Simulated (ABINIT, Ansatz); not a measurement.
**Quasiparticle gap of WS2 (Tungstenite) in ABINIT**

How does a plane-wave GW calculation on WS2 (Tungstenite) run from the first input to the gap?

Main program and level: ABINIT 10.8.3; PBE and many-body steps on it, plane waves.

## Step 1: The structure

Symmetry: P6_3/mmc, No. 194, hexagonal system. The conventional cell has a = 3.153 Å, b = 3.153 Å, c = 12.323 Å, α = 90.00°, β = 90.00°, γ = 120.00°. Nearest to W lie 6 S at 2.40 Å. S has 3 W at 2.40 Å nearest. Farther neighbours and most contacts between anions are not listed.

Structure file:

```cif
data_structure
_symmetry_space_group_name_H-M 'P6_3/mmc'
_symmetry_Int_Tables_number 194
_cell_length_a 3.1532
_cell_length_b 3.1532
_cell_length_c 12.3230
_cell_angle_alpha 90.000
_cell_angle_beta 90.000
_cell_angle_gamma 120.000
_cell_volume 106.11
loop_
_atom_site_label
_atom_site_type_symbol
_atom_site_symmetry_multiplicity
_atom_site_Wyckoff_symbol
_atom_site_fract_x
_atom_site_fract_y
_atom_site_fract_z
_atom_site_occupancy
W1 W 2 c 0.33333 0.66667 0.25000 1
S1 S 4 f 0.33333 0.66667 0.62250 1
```

The cell and positions come from the Crystallography Open Database and are kept as given unless a step says otherwise. Spin-orbit coupling is left out unless a step names it.

## Step 2: Ground state

This step: ABINIT 10.8.3; DFT, PBE, plane waves, norm-conserving pseudopotentials.

The ground-state density comes first.

Input file run.abi:

```
acell 3*1.0 Angstrom
rprim 
  3.153199999992 0.000000000002 0.000000000000
  -1.576599999998 2.730751303206 0.000000000000
  0.000000000000 0.000000000000 12.323000000000
ntypat 2
znucl 74 16
natom 6
typat 1 1 2 2 2 2
xred 
  0.333333333333 0.666666666667 0.250000000000
  0.666666666667 0.333333333333 0.750000000000
  0.333333333333 0.666666666667 0.622500000000
  0.666666666667 0.333333333333 0.122500000000
  0.333333333333 0.666666666667 0.877500000000
  0.666666666667 0.333333333333 0.377500000000
pp_dirpath "pseudos"
pseudos "W.upf, S.upf"
ecut 31
ngkpt 6 6 2
nshiftk 1
shiftk 0 0 0
kptopt 1
chksymbreak 0
nband 33
occopt 1
tolvrs 1e-10
nstep 60
prtwf 0
optforces 0
optstress 0
indata_prefix "in"
outdata_prefix "out"
tmpdata_prefix "tmp"
```

Command:

```bash
> OMP_NUM_THREADS=1 mpirun -n 8 abinit run.abi > log
```

Numbers of over 12 decimals in the logs are rounded to 6 here.

The program printed:

```text
.Version 10.8.3 of ABINIT. v10.8.2 released Aug 2026.

 Symmetries : space group P6_3/m m c (#194); Bravais hP (primitive hexag.)
================================================================================
 Values of the parameters that define the memory need of the present run
     intxc =       0    ionmov =       0      iscf =       7    lmnmax =       8
     lnmax =       8     mgfft =     120  mpssoang =       4    mqgrid =    5837
     natom =       6  nloc_mem =       1    nspden =       1   nspinor =       1
    nsppol =       1      nsym =      24    n1xccc =    2501    ntypat =       2
    occopt =       1   xclevel =       2
-    mband =          33        mffmem =           1         mkmem =           2
       mpw =        5944          nfft =      108000          nkpt =          14
================================================================================
  Rough estimation (10% accuracy) of disk space for files :
================================================================================

--------------------------------------------------------------------------------
------------- Echo of variables that govern the present computation ------------
--------------------------------------------------------------------------------
 -outvars: echo values of preprocessed input variables --------
            acell      1.8897261259E+00  1.8897261259E+00  1.8897261259E+00 Bohr

      chksymbreak           0
             ecut      3.10000000E+01 Hartree
-          fftalg         312

              ixc     -101130
              kpt      0.00000000E+00  0.00000000E+00  0.00000000E+00
                       1.66666667E-01  0.00000000E+00  0.00000000E+00
                       3.33333333E-01  0.00000000E+00  0.00000000E+00
                       5.00000000E-01  0.00000000E+00  0.00000000E+00
                       1.66666667E-01  1.66666667E-01  0.00000000E+00
                       3.33333333E-01  1.66666667E-01  0.00000000E+00
                       3.33333333E-01  3.33333333E-01  0.00000000E+00
                       0.00000000E+00  0.00000000E+00  5.00000000E-01
                       1.66666667E-01  0.00000000E+00  5.00000000E-01
                       3.33333333E-01  0.00000000E+00  5.00000000E-01
                       5.00000000E-01  0.00000000E+00  5.00000000E-01
[...]
kptrlatt        6    0    0      0    6    0      0    0    2
          kptrlen      3.57521065E+01
P           mkmem           2
            natom           6
            nband          33
            ngfft          30      30     120
             nkpt          14
            nstep          60
             nsym          24
           ntypat           2
              occ      2.000000  2.000000  2.000000  2.000000  2.000000  2.000000
                       2.000000  2.000000  2.000000  2.000000  2.000000  2.000000
                       2.000000  2.000000  2.000000  2.000000  2.000000  2.000000
                       2.000000  2.000000  2.000000  2.000000  2.000000  2.000000
                       2.000000  2.000000  0.000000  0.000000  0.000000  0.000000
[...]
optforces           0
        optstress           0
            prtwf           0
            rprim      3.1532000000E+00  2.0000000000E-12  0.0000000000E+00
[...]
spgroup         194

           tolvrs      1.00000000E-10

             xred      3.3333333333E-01  6.6666666667E-01  2.5000000000E-01
[...]
znucl       74.00000   16.00000

================================================================================

 chkinp: Checking input parameters for consistency.

================================================================================
== DATASET  1 ==================================================================
-   mpi_nproc: 8, omp_nthreads: 1 (-1 if OMP is not activated)

--- !DatasetInfo
iteration_state: {dtset: 1, }
dimensions: {natom: 6, nkpt: 14, mband: 33, nsppol: 1, nspinor: 1, nspden: 1, mpw: 5944, }
cutoff_energies: {ecut:  31.0, pawecutdg:  -1.0, }
electrons: {nelect:   5.20000000E+01, charge:   0.00000000E+00, occopt:   1.00000000E+00, tsmear:   1.00000000E-02, }

 Real(R)+Recip(G) space primitive vectors, cartesian coordinates (Bohr,Bohr^-1):
 R(1)=  5.9586844  0.0000000  0.0000000  G(1)=  0.1678223  0.0968922  0.0000000
 R(2)= -2.9793422  5.1603721  0.0000000  G(2)=  0.0000000  0.1937845  0.0000000
 R(3)=  0.0000000  0.0000000 23.2870950  G(3)=  0.0000000  0.0000000  0.0429422
 Unit cell volume ucvol=  7.1605555E+02 bohr^3
 Angles (23,13,12)=  9.00000000E+01  9.00000000E+01  1.20000000E+02 degrees

 getcut: wavevector=  0.0000  0.0000  0.0000  ngfft=  30  30 120
         ecut(hartree)=     31.000   => boxcut(ratio)=   2.01023

--- Pseudopotential description ------------------------------------------------
- W Generated using ONCVPSP code by D. R. Hamann
- 74.00000  14.00000  171031                  znucl, zion, pspdat
12 -101130 3 -1 1396                          pspcod,pspxc,lmax,lloc,mmax
     nproj     2     2     2     2
  pspatm : epsatm=   11.70739509
         --- l  ekb(1:nproj) -->
[...]
pspatm: atomic psp has been read  and splines computed

- S Generated using ONCVPSP code by D. R. Hamann
- 16.00000   6.00000  171031                  znucl, zion, pspdat
12 -101130 2 -1 1146                          pspcod,pspxc,lmax,lloc,mmax
     nproj     2     2     2     0
  pspatm : epsatm=    9.01821529
         --- l  ekb(1:nproj) -->
[...]
pspatm: atomic psp has been read  and splines computed

   3.09335787E+03                                ecore*ucvol(ha*bohr**3)
--------------------------------------------------------------------------------

_setup2: Arith. and geom. avg. npw (full set) are    5903.792    5903.746

================================================================================

--- !BeginCycle
iteration_state: {dtset: 1, }
solver: {iscf: 7, nstep: 60, nline: 4, wfoptalg: 0, }
tolerances: {tolvrs: 1.00E-10, }

     iter   Etot(hartree)      deltaE(h)  residm     vres2
 ETOT  1  -195.84886537400    -1.958E+02 8.652E-02 1.579E+02
 ETOT  2  -195.89030693970    -4.144E-02 3.711E-02 1.176E+03
 ETOT  3  -196.02861226715    -1.383E-01 1.384E-02 8.356E+00
 ETOT  4  -196.02942917523    -8.169E-04 5.021E-03 2.556E+00
 ETOT  5  -196.02958716226    -1.580E-04 4.625E-03 2.055E-02
 ETOT  6  -196.02958981700    -2.655E-06 1.050E-03 8.045E-03
 ETOT  7  -196.02959029102    -4.740E-07 8.389E-04 2.987E-05
 ETOT  8  -196.02959029387    -2.850E-09 5.135E-04 2.264E-06
 ETOT  9  -196.02959029411    -2.405E-10 1.853E-04 7.420E-08
 ETOT 10  -196.02959029411    -7.873E-12 4.535E-04 3.028E-09
 ETOT 11  -196.02959029411    -4.547E-13 1.653E-04 3.319E-10
 ETOT 12  -196.02959029412    -1.450E-12 4.851E-04 6.799E-12

 At SCF step   12       vres2   =  6.80E-12 < tolvrs=  1.00E-10 =>converged.

--- !ResultsGS
iteration_state: {dtset: 1, }
comment   : Summary of ground state results
lattice_vectors:
- [  5.9586844,   0.0000000,   0.0000000, ]
- [ -2.9793422,   5.1603721,   0.0000000, ]
- [  0.0000000,   0.0000000,  23.2870950, ]
lattice_lengths: [   5.95868,    5.95868,   23.28710, ]
lattice_angles: [ 90.000,  90.000, 120.000, ] # degrees, (23, 13, 12)
lattice_volume:   7.1605555E+02
convergence: {deltae: -1.450E-12, res2:  6.799E-12, residm:  4.851E-04, diffor:  0.000E+00, }
etotal    :  -1.96029590E+02
entropy   :   0.00000000E+00
fermie    :   3.49444803E-01
cartesian_stress_tensor: null
pressure_GPa: null
xred      :
- [  3.3333E-01,   6.6667E-01,   2.5000E-01,  W]
- [  6.6667E-01,   3.3333E-01,   7.5000E-01,  W]
- [  3.3333E-01,   6.6667E-01,   6.2250E-01,  S]
- [  6.6667E-01,   3.3333E-01,   1.2250E-01,  S]
- [  3.3333E-01,   6.6667E-01,   8.7750E-01,  S]
- [  6.6667E-01,   3.3333E-01,   3.7750E-01,  S]
cartesian_forces: null
force_length_stats: {min: null, max: null, mean: null, }

 Integrated electronic density in atomic spheres:
 ------------------------------------------------
 Atom  Sphere_radius  Integrated_density
[...]
================================================================================

 ----iterations are completed or convergence reached----

 Mean square residual over all n,k,spin=   29.308E-07; max=  48.513E-05
 reduced coordinates (array xred) for    6 atoms
[...]
0.666666666667      0.333333333333      0.750000000000
       0.333333333333      0.666666666667      0.622500000000
       0.666666666667      0.333333333333      0.122500000000
       0.333333333333      0.666666666667      0.877500000000
       0.666666666667      0.333333333333      0.377500000000
 rms dE/dt=  0.0000E+00; max dE/dt=  0.0000E+00; dE/dt below (all hartree)
    1       0.000000000000      0.000000000000      0.000000000000
    2       0.000000000000      0.000000000000      0.000000000000
    3       0.000000000000      0.000000000000      0.000000000000
    4       0.000000000000      0.000000000000      0.000000000000
    5       0.000000000000      0.000000000000      0.000000000000
    6       0.000000000000      0.000000000000      0.000000000000

 cartesian coordinates (angstrom) at end:
    1     -1.33e-12     1.820501     3.080750
    2      1.576600     0.910250     9.242250
    3     -1.33e-12     1.820501     7.671068
    4      1.576600     0.910250     1.509567
    5     -1.33e-12     1.820501    10.813432
    6      1.576600     0.910250     4.651933
 length scales=  1.889726125908  1.889726125908  1.889726125908 bohr
              =  1.000000000000  1.000000000000  1.000000000000 angstroms
 prteigrs : about to open file out_EIG
 Fermi (or HOMO) energy (hartree) =   0.34944   Average Vxc (hartree)=  -0.41084
 Eigenvalues (hartree) for nkpt=  14  k points:
 kpt#   1, nband= 33, wtk=  0.01389, kpt=  0.0000  0.0000  0.0000 (reduced coord)
  -2.39287   -2.39287   -1.07959   -1.07958   -1.07265   -1.07265   -1.07265   -1.07265
  -0.22539   -0.21688   -0.16868   -0.15256    0.06843    0.10714    0.20801    0.22170
   0.22170    0.22222    0.22222    0.26709    0.26709    0.26906    0.26906    0.29374
   0.30457    0.34944    0.43436    0.43442    0.43474    0.43539    0.43621    0.43925
   0.44308
 prteigrs : prtvol=0 or 1, do not print more k-points.

--- !EnergyTerms
iteration_state     : {dtset: 1, }
comment             : Components of total free energy in Hartree
kinetic             :  5.62979939834143E+01
hartree             :  5.12043006751492E+01
xc                  : -4.59534279593619E+01
Ewald energy        : -1.20345391836037E+02
psp_core            :  4.31999703190776E+00
local_psp           : -1.72738556691340E+02
non_local_psp       :  3.11854945021525E+01
total_energy        : -1.96029590294116E+02
total_energy_eV     : -5.33423689713459E+03
band_energy         : -1.79620718597031E+01

== END DATASET(S) ==============================================================
================================================================================

 -outvars: echo values of variables after computation  --------
           etotal     -1.9602959029E+02
            nband          33
             nkpt          14
          spgroup         194
 [... the other variables as echoed above ...]

 Calculation completed.
```

Run time: 21 s. Hardware: 8 MPI ranks of Arm Neoverse V2, shared host; peak memory 0.68 GiB.

Numbers from this step:

- total energy: -5334.2369 eV
- gap: 0.9807 eV
- k of the valence top: 0, 0, 0
- k of the conduction bottom: 0.1667, 0.1667, 0
- least direct gap: 1.837 eV

The gap is indirect, with the least direct gap 0.86 eV higher.

## Step 3: Empty states on the mesh, 6×6×1 mesh, 181 bands

The sums over transitions need many empty states on a uniform mesh; this step solves for them.

Changes to run.abi since step 2:

```diff
@@ -19,3 +19,3 @@
 ecut 31
-ngkpt 6 6 2
+ngkpt 6 6 1
 nshiftk 1
@@ -24,9 +24,10 @@
 chksymbreak 0
-nband 33
+irdden 1
+istwfk *1
+nband 181
+prtvol 0
+optdriver 6
+gwr_task "HDIAGO"
+paral_kgb 0
 occopt 1
-tolvrs 1e-10
-nstep 60
-prtwf 0
-optforces 0
-optstress 0
 indata_prefix "in"
```

The program printed:

```text
[banner, memory and clock lines left out]
.Version 10.8.3 of ABINIT. v10.8.2 released Aug 2026.

 Symmetries : space group P6_3/m m c (#194); Bravais hP (primitive hexag.)
[... echo of the input left out ...]
== DATASET  1 ==================================================================
-   mpi_nproc: 8, omp_nthreads: 1 (-1 if OMP is not activated)

--- !DatasetInfo
iteration_state: {dtset: 1, }
dimensions: {natom: 6, nkpt: 7, mband: 181, nsppol: 1, nspinor: 1, nspden: 1, mpw: 5929, }
cutoff_energies: {ecut:  31.0, pawecutdg:  -1.0, }
electrons: {nelect:   5.20000000E+01, charge:   0.00000000E+00, occopt:   1.00000000E+00, tsmear:   1.00000000E-02, }

.Using double precision arithmetic; gwpc =  8

- Reading GS density from: in_DEN

--- Pseudopotential description ------------------------------------------------
- W Generated using ONCVPSP code by D. R. Hamann
- 74.00000  14.00000  171031                  znucl, zion, pspdat
12 -101130 3 -1 1396                          pspcod,pspxc,lmax,lloc,mmax
     nproj     2     2     2     2
  pspatm : epsatm=   11.70739509
         --- l  ekb(1:nproj) -->
             0   12.992056    1.844411
             1    9.080024    1.409692
             2    4.470007    0.514403
             3   47.483863    0.881400
 pspatm: atomic psp has been read  and splines computed

- S Generated using ONCVPSP code by D. R. Hamann
- 16.00000   6.00000  171031                  znucl, zion, pspdat
12 -101130 2 -1 1146                          pspcod,pspxc,lmax,lloc,mmax
     nproj     2     2     2     0
  pspatm : epsatm=    9.01821529
         --- l  ekb(1:nproj) -->
             0    6.763951    0.574108
             1    3.227080    0.887329
             2   -3.547662   -0.986524
 pspatm: atomic psp has been read  and splines computed

   3.09335787E+03                                ecore*ucvol(ha*bohr**3)

 Total charge density [el/Bohr^3]
)     Maximum=    8.4948E-01  at reduced coord.    0.7667    0.5000    0.7500
)     Minimum=    1.5301E-03  at reduced coord.    0.6667    0.3333    0.1250
   Integrated=    5.2000E+01

 === KS gaps after direct diagonalization ===
 Indirect band gap semiconductor
 Fundamental gap:     0.981 (eV)
   VBM:     9.509 (eV) at k: [ 0.0000E+00,  0.0000E+00,  0.0000E+00]
   CBM:    10.490 (eV) at k: [ 1.6667E-01,  1.6667E-01,  0.0000E+00]
 Direct gap:         1.837 (eV) at k: [ 3.3333E-01,  3.3333E-01,  0.0000E+00]

== END DATASET(S) ==============================================================

 -outvars: echo values of variables after computation  --------
           etotal      0.0000000000E+00
            nband         181
             nkpt           7
          spgroup         194
 [... the other variables as echoed above ...]

 Calculation completed.
```

It took 2.1 min on 8 MPI ranks; peak memory 14 GiB; 17 min of CPU time.

This step gave:

| Quantity | Value |
| --- | --- |
| gap | 0.9806 eV |
| k of the valence top | 0, 0, 0 |
| k of the conduction bottom | 0.1667, 0.1667, 0 |
| least direct gap | 1.837 eV |
| k points computed | 7 |
| lowest point of the top converged band, above the valence top | 60.2537 eV |

On this mesh the gap is 0.981 eV.

## Step 4: Screening, 6×6×1 mesh, 173 bands, screening to 119.7 eV

The RPA dielectric matrix is built and inverted for each q.

This step: RPA screening on PBE, plane waves, norm-conserving pseudopotentials.

Changes to run.abi since step 3:

```diff
@@ -24,10 +24,11 @@
 chksymbreak 0
-irdden 1
 istwfk *1
-nband 181
-prtvol 0
-optdriver 6
-gwr_task "HDIAGO"
-paral_kgb 0
 occopt 1
+irdwfk 1
+optdriver 3
+nband 173
+ecuteps 4.4
+inclvkb 2
+awtr 1
+symchi 1
 indata_prefix "in"
```

The program printed:

```text
.Version 10.8.3 of ABINIT. v10.8.2 released Aug 2026.

 Symmetries : space group P6_3/m m c (#194); Bravais hP (primitive hexag.)
[... echo of the input left out ...]
== DATASET  1 ==================================================================
-   mpi_nproc: 8, omp_nthreads: 1 (-1 if OMP is not activated)

--- !DatasetInfo
iteration_state: {dtset: 1, }
dimensions: {natom: 6, nkpt: 7, mband: 173, nsppol: 1, nspinor: 1, nspden: 1, mpw: 5929, }
cutoff_energies: {ecut:  31.0, pawecutdg:  -1.0, }
electrons: {nelect:   5.20000000E+01, charge:   0.00000000E+00, occopt:   1.00000000E+00, tsmear:   1.00000000E-02, }

 SCREENING: Calculation of the susceptibility and dielectric matrices

 Based on a program developped by R.W. Godby, V. Olevano, G. Onida, and L. Reining.
 Incorporated in ABINIT by V. Olevano, G.-M. Rignanese, and M. Torrent.
.Using double precision arithmetic ; gwpc =  8

[... cell and pseudopotentials left out ...]
--------------------------------------------------------------------------------

 ==== K-mesh for the wavefunctions ====
 Number of points in the irreducible wedge :     7
[... list of points left out ...]
 Together with 24 symmetry operations and time-reversal symmetry
 yields    36 points in the full Brillouin Zone.

 ==== Q-mesh for the screening function ====
 Number of points in the irreducible wedge :     7
[... list of points left out ...]
 Together with 24 symmetry operations and time-reversal symmetry
 yields    36 points in the full Brillouin Zone.

 setmesh: FFT mesh size selected  =    20x   20x   90
          total number of points  =        36000

 vcoul_init : cutoff-mode = AUXILIARY_FUNCTION
 q-points for optical limit:   1
     1)      0.000010    0.000020    0.000030

- screening: taking advantage of time-reversal symmetry
- Maximum band index for partially occupied states nbvw = 26
- Remaining bands to be divided among processors   nbcw = 147
- Number of bands treated by each node ~18

 Number of electrons calculated from density =   52.0000; Expected =   52.0000
 average of density, n =  0.072620
 r_s =    1.4869
 omega_plasma =   25.9946 [eV]

 calculating chi0 at frequencies [eV] :
  1    0.000000E+00    0.000000E+00
  2    0.000000E+00    2.599465E+01

--------------------------------------------------------------------------------
  q-point number  1        q = ( 0.000000, 0.000000, 0.000000) [r.l.u.]
--------------------------------------------------------------------------------
[... chi0 elements left out ...]
 For q-point:  0.000010 0.000020 0.000030
  dielectric constant =  13.5607
  dielectric constant without local fields =  15.0793

  Average fulfillment of the sum rule on Im[epsilon] for q-point    1 :     83.46  [%]
[... wings left out ...]
  q-point number  2        q = ( 0.166667, 0.000000, 0.000000) [r.l.u.]
--------------------------------------------------------------------------------
[... chi0 elements left out ...]
  Average fulfillment of the sum rule on Im[epsilon] for q-point    2 :     86.02  [%]

 [... 5 further q-points ...]
```

Elapsed: 71 s, on 8 MPI ranks; peak memory 2.7 GiB; 9.4 min of CPU time.

Numbers from this step:

- ε∞ with local fields, on this mesh, along the program's q direction: 13.56
- the same without local fields: 15.08
- plasma frequency: 25.99 eV
- plane waves in the screening matrix: 315

Local fields lower ε∞ by 10 %. On a Γ-centred mesh this coarse the value itself is usually too large, while a short band sum pulls it down.

(Part 1 of 2 ends here.)

[Paths, hosts, dates, memory and timing lines, banners, echoed tables and standing remarks are left out of the program output.]

[Logs are printed without paths, hosts, clocks, repeated set-up lines and the standing remarks that a program may print on its own settings, such as how far it seeks lower states.]

[Runs of the session that timed out or met a known fault of the program may be left out.]

[Hosts, paths, dates, database ids (printed as entryN), source tags and the programs' standing remarks are cut or masked in the printed files.]

[G0W0 gaps are taken among the corrected bands and points alone; a level outside them can change the order at an edge.]

[Where Ansatz stands beside ABINIT at settings called matched, ABINIT's density can come from a denser mesh and the files from another edition; pairs whose starting gaps differed by over 0.03 eV were left out, so agreement reads better than it is.]
